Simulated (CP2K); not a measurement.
Fluoroacetonitrile has these distinct C atoms: C2 (bonded to C and N) and C3 (bonded to C, F and 2 H).

```xyz
6

N     2.1483    0.1168   -0.0087
C     0.9895    0.0194   -0.0030
C    -0.4701   -0.0865    0.0086
F    -1.0388    1.1854   -0.1478
H    -0.8138   -0.5059    0.9661
H    -0.8150   -0.7291   -0.8151
```

Their partial C K spectra (CP2K XAS_TDP, all-electron GAPW, PBEh(45%), aug-cc-pVTZ, TDA, GW2X-corrected core level, no relativity) are given in random order, each times the number of alike atoms.

Gaussian full width 0.5 eV, oscillator strength per eV, alike atoms added, rows of zeros left out:

```
E (eV)  curve 1  curve 2
286.50    0.000    0.004
286.75    0.000    0.038
287.00    0.000    0.092
287.25    0.000    0.106
287.50    0.000    0.113
287.75    0.000    0.050
288.00    0.000    0.006
289.75    0.003    0.000
290.00    0.032    0.000
290.25    0.074    0.002
290.50    0.044    0.002
290.75    0.007    0.001
291.25    0.000    0.002
291.50    0.000    0.015
291.75    0.000    0.025
292.00    0.004    0.012
292.25    0.021    0.006
292.50    0.028    0.013
292.75    0.012    0.012
293.00    0.002    0.009
293.25    0.002    0.007
293.50    0.023    0.004
293.75    0.081    0.007
294.00    0.105    0.013
294.25    0.047    0.015
294.50    0.017    0.008
294.75    0.011    0.006
295.00    0.015    0.005
295.25    0.053    0.004
295.50    0.077    0.005
295.75    0.046    0.006
296.00    0.022    0.002
296.25    0.020    0.002
296.50    0.014    0.011
296.75    0.013    0.021
297.00    0.006    0.013
297.25    0.001    0.006
297.50    0.000    0.004
297.75    0.001    0.008
298.00    0.004    0.013
298.25    0.009    0.010
298.50    0.007    0.008
298.75    0.011    0.006
299.00    0.029    0.002
299.25    0.028    0.003
299.50    0.010    0.010
```

Q: Which curve belongs to which atom?

Curve 1: C3 (bonded to C, F and 2 H), leading line at 290.28 eV (f = 0.040 an atom), ionisation energy 295.38 eV, term value 5.10 eV. Curve 2: C2 (bonded to C and N), leading line at 287.02 eV (f = 0.045 an atom), ionisation energy 292.87 eV, term value 5.85 eV. The leading line of an atom is its first one with 35 % of the strongest within 2.5 eV of its lowest line over the strength cut. A line lies at the core ionisation energy, which rises as an atom loses charge to its neighbours or to a π system, less the term value, which is large for a low π* or σ* orbital with weight on that atom.

[Banner, clock and machine lines of the logs are left out without a mark of their own.]

[Logs are printed without paths, hosts, clocks, repeated set-up lines and the standing remarks that a program may print on its own settings, such as how far it seeks lower states.]

[Hosts, paths, dates, database ids (printed as entryN), source tags and the programs' standing remarks are cut or masked in the printed files.]
